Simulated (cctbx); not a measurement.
# Occupancies in Ce3Mn6Ge2

Cell a = 9.1560 Å, b = 9.1560 Å, c = 9.1560 Å, α = 90.00°, β = 90.00°, γ = 90.00°; space group Im-3m (no. 229); nominal formula Ce3Mn6Ge2.

The data are simulated with cctbx, not measured: Mo Kα, λ = 0.71073 Å, to d = 0.7 Å, 95 % of the full sphere, strongest reflection 5000 counts, noise from counting, a 4 % proportional error and a noise floor of 4 counts (s.d.); no absorption, and some extinction, which the refinements don't model.

With every site full:

```text
Rint 0.057, 145 unique reflections to 0.70 A
cycle     R1     wR2    GooF  max shift (A)
   1  0.1601  0.3404  19.717   0.00039
   2  0.0245  0.0579   3.355   0.00000
final R1 0.0245 wR2 0.0579 GooF 3.355  parameters 9  data/parameter 16.1
atom        x        y        z      Ueq    occ   su(xyz)  su(Uiso or U11)
Ce1    0.71710  0.00000  0.00000   0.0064  1.000  0.00009  0.0004
Ge1    0.25000  0.25000  0.25000   0.0062  1.000  0.00000  0.0004
Mn2    0.50000  0.16557  0.16557  -0.0004  1.000  0.00010  0.0006  NPD
difference map: max 1.93 min -2.31 rms 0.43
Q1    0.0000  0.3196  0.3196   24    1.95  0.19 A from Mn2
Q2    0.2269  0.2269  0.2269   16    1.18  0.37 A from Ge1
Q3    0.0000  0.2263  0.2263   24    0.70  1.40 A from Mn2
Q4    0.0000  0.1942  0.3144   48    0.62  1.30 A from Mn2
Q5    0.0968  0.1459  0.3728   96    0.60  1.34 A from Mn2
Q6    0.1534  0.3328  0.3328   48    0.57  1.39 A from Ge1
```

With the occupancies of the suspect sites free, each still typed as its main element:

```text
Rint 0.057, 145 unique reflections to 0.70 A
cycle     R1     wR2    GooF  max shift (A)
   1  0.0951  0.2030  11.846   0.00015
   4  0.0127  0.0238   1.387   0.00000
final R1 0.0127 wR2 0.0237 GooF 1.385  parameters 11  data/parameter 13.2
atom        x        y        z      Ueq    occ   su(xyz)  su(Uiso or U11)
Ce1    0.71709  0.00000  0.00000   0.0053  0.939  0.00004  0.0002
Ge1    0.25000  0.25000  0.25000   0.0075  1.000  0.00000  0.0003
Mn2    0.50000  0.16558  0.16558   0.0028  1.054  0.00004  0.0003
su of occupancy Ce1: 0.006
su of occupancy Mn2: 0.008
difference map: max 0.79 min -1.42 rms 0.24
Q1    0.0000  0.2218  0.2218   24    0.79  1.46 A from Mn2
Q2    0.0392  0.0392  0.1495   48    0.61  1.32 A from Ce1
Q3    0.0000  0.0908  0.5000   24    0.60  1.66 A from Mn2
Q4    0.1119  0.2967  0.3703   96    0.51  1.13 A from Mn2
Q5    0.1616  0.1616  0.2971   48    0.48  1.22 A from Ge1
Q6    0.1027  0.1027  0.2041   48    0.42  1.51 A from Ce1
```

**Question.** What is the disorder?

X-rays count electrons. Ce1 refines to 0.939(0.006), or 54.5 electrons; the site truly holds 0.9 Ce and 0.1 Mn, 54.7 electrons, which is 0.943 of Ce; Mn2 refines to 1.054(0.008), or 26.4 electrons; the site truly holds 0.95 Mn and 0.05 Ce, 26.6 electrons, which is 1.066 of Mn. A value under 1 can't tell vacancies from a lighter guest, and one over 1 needs a heavier guest; chemistry or a second radiation must settle which. Occupancy correlates with U and the scale, and the two elements' form factors differ in shape, so the match is approximate.

Freeing them takes R1 from 0.0245 to 0.0127 and GooF from 3.35 to 1.39.

This is a model crystal, built by substitution and not relaxed, with assumed displacement parameters.

[Middle refinement cycles are left out of these outputs.]

[Logs are printed without paths, hosts, clocks, repeated set-up lines and the standing remarks that a program may print on its own settings, such as how far it seeks lower states.]
